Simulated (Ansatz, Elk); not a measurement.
# Bonding as seen by X-rays: ZrVCu4

The structure of ZrVCu4 used here is made up (a known structure type with other elements) and was relaxed beforehand with PBEsol. The aim is the Fourier transform of its all-electron density, F(hkl), set beside the sum over free spherical atoms that refinements use.

Method: DFT, PBE, all-electron APW+lo, Dirac cores, scalar-relativistic bands, static density, ferromagnetic start, in Elk 11.2.3 (patched build).

The structure was built from a prototype and need not be the compound's stable phase.

### 1. Set-up

Symmetry: F-43m, No. 216, cubic system. Conventional cell: a = 6.890 Å, b = 6.890 Å, c = 6.890 Å, α = 90.00°, β = 90.00°, γ = 90.00°. Zr has 12 Cu at 2.86 Å and 4 V at 2.98 Å nearest. Nearest to Cu lie 6 Cu at 2.42 to 2.45 Å and 3 V at 2.86 Å and 3 Zr at 2.86 Å. Nearest to V lie 12 Cu at 2.86 Å and 4 Zr at 2.98 Å. Farther neighbours are not listed.

### 2. Ground state and structure factors

An all-electron density is needed, since X-rays see the cores too. Task 0 finds the density and task 195 Fourier-transforms it; tshift is off so that phases refer to the origin typed.

File elk.in:

```
tasks
  0
  195
  196

xctype
  20

spinpol
  .true.

rgkmax
  7.0

gmaxvr
  14.0

lmaxo
  7

lmaxapw
  8

swidth
  0.002

tshift
  .false.

ramdisk
  .false.

hmaxvr
  5.5

maxscl
  120

epspot
  1e-06

reducebf
  0.8

sppath
  './'

avec
  0.00000000000 6.51046915305 6.51046915305
  6.51046915305 -0.00000000000 6.51046915305
  6.51046915305 6.51046915305 0.00000000000

atoms
  3
  'Zr.in'
  1
  0.5000000000 0.5000000000 0.5000000000   0.000000 0.000000 -0.020000
  'Cu.in'
  4
  0.8756482665 0.3730552006 0.8756482665   0.000000 0.000000 0.000000
  0.8756482665 0.8756482665 0.8756482665   0.000000 0.000000 0.000000
  0.8756482665 0.8756482665 0.3730552006   0.000000 0.000000 0.000000
  0.3730552006 0.8756482665 0.8756482665   0.000000 0.000000 0.000000
  'V.in'
  1
  0.2500000000 0.2500000000 0.2500000000   0.000000 0.000000 -0.120000

ngridk
  5 5 5
```

Run with:

```
> OMP_NUM_THREADS=4 elk
```

Numbers of over 12 decimals in the logs are rounded to 6 here.

Output:

```text
┌─────────────────────────┐
│ Elk code version 11.2.3 │
└─────────────────────────┘

All units are atomic (Hartree, Bohr, etc.)

┌─────────────────────────────────────────────────┐
│ Ground-state run starting from atomic densities │
└─────────────────────────────────────────────────┘

Lattice vectors :
   0.000000000       6.510469153       6.510469153
   6.510469153      -0.000000000       6.510469153
   6.510469153       6.510469153       0.000000000

Reciprocal lattice vectors :
 -0.4825447414      0.4825447414      0.4825447414
  0.4825447414     -0.4825447414      0.4825447414
  0.4825447414      0.4825447414     -0.4825447414

Unit cell volume      :    551.9082071
Brillouin zone volume :   0.4494410669

Muffin-tin inner radius fraction :   0.1000000000E-01

Nuclei treated as point charges

Species : 1 (Zr)
 parameters loaded from : Zr.in
 name : zirconium
 nuclear charge    :   -40.00000000
 electronic charge :    40.00000000
 atomic mass :    166291.1793
 muffin-tin radius :    2.600000000
 number of radial points in muffin-tin :   1193
 inner part over the whole radius :   0.9967875514E-02
 number on inner part of muffin-tin    :    848
 approximate nuclear radius :   0.8202877663E-04
 number of mesh points to nuclear radius :    417
 atomic positions (lattice), magnetic fields (Cartesian) :
  1 :   0.50000000  0.50000000  0.50000000    0.00000000  0.00000000 -0.02000000

Species : 2 (Cu)
 parameters loaded from : Cu.in
 name : copper
 nuclear charge    :   -29.00000000
 electronic charge :    29.00000000
 atomic mass :    115837.2717
 muffin-tin radius :    2.264861013
 number of radial points in muffin-tin :    993
 inner part over the whole radius :   0.9906052424E-02
 number on inner part of muffin-tin    :    700
 approximate nuclear radius :   0.7406004541E-04
 number of mesh points to nuclear radius :    337
 atomic positions (lattice), magnetic fields (Cartesian) :
  1 :   0.87564827  0.37305520  0.87564827    0.00000000  0.00000000  0.00000000
  2 :   0.87564827  0.87564827  0.87564827    0.00000000  0.00000000  0.00000000
  3 :   0.87564827  0.87564827  0.37305520    0.00000000  0.00000000  0.00000000
  4 :   0.37305520  0.87564827  0.87564827    0.00000000  0.00000000  0.00000000

Species : 3 (V)
 parameters loaded from : V.in
 name : vanadium
 nuclear charge    :   -23.00000000
 electronic charge :    23.00000000
 atomic mass :    92860.67382
 muffin-tin radius :    2.400000000
 number of radial points in muffin-tin :    993
 inner part over the whole radius :   0.9920165687E-02
 number on inner part of muffin-tin    :    699
 approximate nuclear radius :   0.6897515165E-04
 number of mesh points to nuclear radius :    327
 atomic positions (lattice), magnetic fields (Cartesian) :
  1 :   0.25000000  0.25000000  0.25000000    0.00000000  0.00000000 -0.12000000

Total number of atoms per unit cell :    6
Total muffin-tin volume :    326.1864659
 ratio of muffin-tin to unit cell volume :   0.5910157916

Spin treatment :
 spin-polarised
 global magnetic field (Cartesian) :    0.000000000       0.000000000       0.000000000
 collinear magnetisation in z-direction

Number of Bravais lattice symmetries :   48
Number of crystal symmetries         :   24
Crystal has no inversion symmetry
Complex Hermitian eigensolver will be used

k-point grid :      5     5     5
k-point offset :    0.000000000       0.000000000       0.000000000
k-point set is reduced with full crystal symmetry group
Total number of k-points :       14

Muffin-tin radius times maximum |G+k| :    7.000000000
 using average radius
Maximum |G+k| for APW functions       :    2.987315846
Maximum (1/2)|G+k|²                   :    4.462027981
Maximum |G| for potential and density :    14.00000000
Constant for pseudocharge density :    9
 order of it for each species :   16  16  16
 order of it for pair densities of each species (exact exchange by exxq0 0: 17) :   12   9  10
Radial integration step length :    1

G-vector grid sizes :     42    42    42
[...]
Absolute change in total energy (target)   :    3.818056825     (  0.1000000000E-03)

[... loops 3 to 24 left out ...]

┌──────────────────┐
│ Loop number : 25 │
└──────────────────┘

Energies :
 Fermi                       :     0.305235
 sum of occupied eigenvalues :     -6470.5766051376
 electron kinetic            :      11412.156310655
 core electron kinetic       :      10521.124448734
 Coulomb                     :     -22150.397014628
 Coulomb potential           :     -17323.159410016
 nuclear-nuclear             :     -1717.6628453071
 electron-nuclear            :     -23599.762148738
 Hartree                     :      3167.0279794175
 Madelung                    :     -13488.817309619
 xc potential                :     -559.45604523848
 xc effective B-field        :    -0.117446
 external B-field            :      0.000000
 exchange                    :     -421.70421336526
 correlation                 :     -8.678539
 electron entropic           :    -0.20849691156010E-02
 total energy                :     -11168.625540849
 (external B-field energy excluded from total)

Density of states at Fermi energy :    162.7465631
 (states/Hartree/unit cell)

Estimated indirect band gap :   0.7148757607E-03
 from k-point 9 to k-point 10
Estimated direct band gap   :   0.2274203881E-02
 at k-point 8

Charges :
 core                        :    86.00000000
 valence                     :    93.00000000
 interstitial                :    7.283192218
 muffin-tins (core leakage)
  species : 1 (Zr)
[...]
species : 2 (Cu)
[...]
species : 3 (V)
[...]
total in muffin-tins        :    171.7168078
 total calculated charge     :    178.9984795
 total charge                :    179.0000000
 error                       :   0.1520506787E-02

Moments :
 interstitial                :   0.6592641227
 muffin-tins
  species : 1 (Zr)
[...]
species : 2 (Cu)
[...]
species : 3 (V)
[...]
total in muffin-tins        :    3.125017218
 total moment                :    3.784281341

RMS change in Kohn-Sham potential (target) :   0.8623654009E-06 (  0.1000000000E-05)
Absolute change in total energy (target)   :   0.2346651308E-04 (  0.1000000000E-03)

Convergence targets achieved

┌──────────────────┐
│ Loop number : 26 │
└──────────────────┘

Energies :
 Fermi                       :     0.305235
 sum of occupied eigenvalues :     -6470.5765848643
 electron kinetic            :      11412.156331304
 core electron kinetic       :      10521.124460446
 Coulomb                     :     -22150.397012708
 Coulomb potential           :     -17323.159384201
 nuclear-nuclear             :     -1717.6628453071
 electron-nuclear            :     -23599.762172614
 Hartree                     :      3167.0280052133
 Madelung                    :     -13488.817320607
 xc potential                :     -559.45606981250
 xc effective B-field        :    -0.117449
 external B-field            :      0.000000
 exchange                    :     -421.70421566499
 correlation                 :     -8.678538
 electron entropic           :    -0.20849426345179E-02
 total energy                :     -11168.625520262
 (external B-field energy excluded from total)

Density of states at Fermi energy :    162.7445653
 (states/Hartree/unit cell)

Estimated indirect band gap :   0.7139500822E-03
 from k-point 9 to k-point 10
Estimated direct band gap   :   0.2274257522E-02
 at k-point 8

Charges :
 core                        :    86.00000000
 valence                     :    93.00000000
 interstitial                :    7.283190604
 muffin-tins (core leakage)
  species : 1 (Zr)
[...]
species : 2 (Cu)
[...]
atom 3                    :    28.07430915     (  0.3341432855E-03)
   atom 4                    :    28.07430915     (  0.3341432855E-03)
  species : 3 (V)
   atom 1                    :    21.44600717     ( -0.2221838784E-06)
 total in muffin-tins        :    171.7168094
 total calculated charge     :    178.9984795
 total charge                :    179.0000000
 error                       :   0.1520506096E-02

Moments :
 interstitial                :   0.6592827068
 muffin-tins
  species : 1 (Zr)
[...]
species : 2 (Cu)
[...]
atom 3                    :   0.1072866327
   atom 4                    :   0.1072866327
  species : 3 (V)
   atom 1                    :    2.303176020
 total in muffin-tins        :    3.125058723
 total moment                :    3.784341429

┌──────────────────────────────┐
│ Self-consistent loop stopped │
└──────────────────────────────┘

Warning : core states of species 2 leak from the muffin-tin :   0.3341432855E-03

Wrote STATE.OUT
```

Run time: 3.4 min. Hardware: 4 threads of AMD EPYC 7B13 (Zen 3), shared host; peak memory 0.63 GiB.

SFACRHO.OUT:

```text

h k l indices transformed by vhmat matrix:
   1.000000000       0.000000000       0.000000000    
   0.000000000       1.000000000       0.000000000    
   0.000000000       0.000000000       1.000000000    

      h      k      l  multipl.   |H|            Re(F)            Im(F)           |F|

      0      0      0      1   0.0000000       179.00000      0.20140426E-16   179.00000    
      1      1      1      4  0.83579201       2.2900536       16.804995       16.960313    
      1      0      0      4  0.83579201       2.2900536      -16.804995       16.960313    
      0     -1     -1      6  0.96508948       15.923829     -0.25596720E-09   15.923829    
      1      2      1     12   1.3648426       47.724369      0.68927160E-10   47.724369    
      0     -1     -2     12   1.6004199      -59.960935       46.371349       75.799840    
     -1     -1      1     12   1.6004199      -59.960935      -46.371349       75.799840    
     -2      0      0      4   1.6715840       13.711520       85.042196       86.140472    
      0      2      0      4   1.6715840       13.711520      -85.042196       86.140472    
      2      2      0      6   1.9301790      -37.864400     -0.50162891E-07   37.864400    
     -3     -1     -1     12   2.1033638     -0.14426579       13.919251       13.919999    
     -2     -2     -3     12   2.1033638     -0.14426584      -13.919251       13.919999    
     -1      1      2     24   2.1580057       12.277396     -0.18784952E-09   12.277396    
      2      3      3     12   2.3639768       37.672874       1.1587085       37.690689    
      1      0      3     12   2.3639768       37.672874      -1.1587085       37.690689    
      3      1      3     12   2.5073760      -49.291064      -35.564174       60.781737    
     -1     -3     -3     12   2.5073760      -49.291064       35.564174       60.781737    
      0      0      3      4   2.5073760      -47.721035      -37.172081       60.490170
```

Elk indexes on the primitive cell of elk.in and gives |H| = 4π sin θ/λ in inverse bohr. Below, one row stands for each form hkl of the conventional cell (m members, Friedel mates merged), F is for one primitive cell and the density is static (no thermal factor). Free-atom factors are Waasmaier and Kirfel's, and R is Σm||F|−|F'||/Σm|F|.

| hkl | m | sin θ/λ (Å⁻¹) | abs F, DFT | neutral atoms | diff. | abs of complex diff. |
| --- | --- | --- | --- | --- | --- | --- |
| 111 | 8 | 0.126 | 16.960 | 17.302 | -0.341 | 0.407 |
| 200 | 6 | 0.145 | 15.924 | 15.981 | -0.057 | 0.057 |
| 220 | 12 | 0.205 | 47.724 | 47.978 | -0.254 | 0.254 |
| 311 | 24 | 0.241 | 75.800 | 76.718 | -0.918 | 0.927 |
| 222 | 8 | 0.251 | 86.140 | 87.652 | -1.511 | 1.534 |
| 400 | 6 | 0.290 | 37.864 | 39.103 | -1.239 | 1.239 |
| 331 | 24 | 0.316 | 13.920 | 14.262 | -0.342 | 0.526 |
| 420 | 24 | 0.325 | 12.277 | 12.180 | +0.097 | 0.097 |
| 422 | 24 | 0.355 | 37.691 | 37.624 | +0.066 | 0.067 |
| 511 | 24 | 0.377 | 60.782 | 60.948 | -0.166 | 0.186 |
| 333 | 8 | 0.377 | 60.490 | 60.642 | -0.152 | 0.168 |
| 440 | 12 | 0.410 | 99.161 | 99.292 | -0.131 | 0.131 |
| 531 | 48 | 0.429 | 10.839 | 10.901 | -0.062 | 0.099 |
| 442 | 24 | 0.435 | 12.250 | 12.257 | -0.007 | 0.011 |
| 600 | 6 | 0.435 | 10.280 | 10.244 | +0.036 | 0.036 |
| 620 | 24 | 0.459 | 32.278 | 32.255 | +0.023 | 0.023 |
| 533 | 24 | 0.476 | 51.617 | 51.558 | +0.059 | 0.067 |
| 622 | 24 | 0.481 | 57.921 | 57.855 | +0.066 | 0.068 |

### 3. The magnetisation density

The same run holds the spin density, and task 196 transforms it. The order is that of the start, and no other was tried.

SFACMAG_1.OUT:

```text

h k l indices transformed by vhmat matrix:
   1.000000000       0.000000000       0.000000000    
   0.000000000       1.000000000       0.000000000    
   0.000000000       0.000000000       1.000000000    

      h      k      l  multipl.   |H|            Re(F)            Im(F)           |F|

      0      0      0      1   0.0000000       3.7843416     -0.11302342E-16   3.7843416    
      1      1      1      4  0.83579201     -0.20568008      -1.8907807       1.9019348    
      1      0      0      4  0.83579201     -0.20568008       1.8907807       1.9019348    
      0     -1     -1      6  0.96508948      -1.5624292      0.44697850E-11   1.5624292    
      1      2      1     12   1.3648426       1.2590099     -0.12977335E-10   1.2590099    
      0     -1     -2     12   1.6004199     -0.10431182       1.0194717       1.0247944    
     -1     -1      1     12   1.6004199     -0.10431182      -1.0194717       1.0247944    
     -2      0      0      4   1.6715840     -0.84187047      0.46489436      0.96170300    
      0      2      0      4   1.6715840     -0.84187047     -0.46489436      0.96170300    
      2      2      0      6   1.9301790      0.30348217     -0.17500880E-09  0.30348217    
     -3     -1     -1     12   2.1033638      0.39179653E-01 -0.51260456      0.51409968    
     -2     -2     -3     12   2.1033638      0.39179653E-01  0.51260456      0.51409968    
     -1      1      2     24   2.1580057     -0.54572860      0.31907264E-13  0.54572860    
      2      3      3     12   2.3639768      0.48099163     -0.16254405E-01  0.48126620    
      1      0      3     12   2.3639768      0.48099163      0.16254405E-01  0.48126620    
      3      1      3     12   2.5073760     -0.53697162E-01 -0.42486042      0.42824031
```

The total moment is 3.78 μB a cell; sphere moments: Zr1 +0.39, Cu2 +0.11, Cu3 +0.11, Cu4 +0.11, Cu5 +0.11, V6 +2.30 μB. Polarised neutrons measure spin and orbital magnetisation together; without spin-orbit coupling the run gives the spin part:

| hkl | sin θ/λ (Å⁻¹) | abs F_M (μB) |
| --- | --- | --- |
| 111 | 0.126 | 1.902 |
| 200 | 0.145 | 1.562 |
| 220 | 0.205 | 1.259 |
| 311 | 0.241 | 1.025 |
| 222 | 0.251 | 0.962 |
| 400 | 0.290 | 0.303 |
| 331 | 0.316 | 0.514 |
| 420 | 0.325 | 0.546 |
| 422 | 0.355 | 0.481 |
| 511 | 0.377 | 0.428 |
| 333 | 0.377 | 0.531 |
| 440 | 0.410 | 0.522 |
| 531 | 0.429 | 0.230 |
| 442 | 0.435 | 0.272 |

[end of part 1 of 2]

[Logs are printed without paths, hosts, clocks, repeated set-up lines and the standing remarks that a program may print on its own settings, such as how far it seeks lower states.]

[Hosts, paths, dates, database ids (printed as entryN), source tags and the programs' standing remarks are cut or masked in the printed files.]
